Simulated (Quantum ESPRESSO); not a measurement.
Two runs for the Te L₃ edge of atom 3 in LaTeCl (P4/nmm). Run A: Quantum ESPRESSO XSpectra, LDA, full core hole (charged cell), 12-atom cell with 6.4 Å between holes, 3×3×3 k points, dipole transitions, Lorentzian half width 0.4 eV, without spin-orbit coupling. Run B differs in one choice.

Energy from the lowest empty level; intensity scaled to a mean of 1 over the first 20 eV:

```csv
E (eV),A,B
-2.0,0.07,0.06
-1.0,0.10,0.09
0.0,0.21,0.17
1.0,0.69,0.46
2.0,1.92,1.30
3.0,3.03,2.82
4.0,2.34,2.95
5.0,0.97,1.31
6.0,0.89,1.01
7.0,0.71,0.74
8.0,0.71,0.77
9.0,0.86,0.83
10.0,0.71,0.77
11.0,0.64,0.71
12.0,0.60,0.51
13.0,0.74,0.66
14.0,0.71,0.84
15.0,0.77,0.74
16.0,0.75,0.70
17.0,0.78,0.79
18.0,0.65,0.87
19.0,0.82,0.70
20.0,0.84,0.77
21.0,0.76,0.70
22.0,0.78,0.75
23.0,0.72,0.88
24.0,0.78,0.79
25.0,0.73,0.84
26.0,0.92,0.91
27.0,0.90,0.86
28.0,0.84,0.83
29.0,0.85,0.72
30.0,0.88,0.72
31.0,0.75,0.95
32.0,0.74,0.87
```

**Question.** What was changed?
a) the plane-wave cutoff
b) the radius of the reconstruction
c) the broadening
d) the size of the supercell

(d): run B changes the supercell atoms from 12 to 6, and the k mesh follows the cell. Against the first run the r.m.s. difference is 18 %. A shift of +0.4 eV leaves 8 %. The highest intensity below 24 eV goes from 3.3 eV (3.14) to 3.6 eV (3.27). Other settings could leave a like mark; this is the one that was changed.

[Banner, clock and machine lines of the logs are left out without a mark of their own.]

[Logs are printed without paths, hosts, clocks, repeated set-up lines and the standing remarks that a program may print on its own settings, such as how far it seeks lower states.]

[Hosts, paths, dates, database ids (printed as entryN), source tags and the programs' standing remarks are cut or masked in the printed files.]

[Lists of maxima count a maximum above −3 eV only where it reaches 4 % of the highest in the window and stands out from its surroundings by 2 % of it (1.5 % where it reaches 55 %); shoulders and weaker maxima are passed over, and of the rest the first, up to two pre-edge ones and the few strongest are named.]
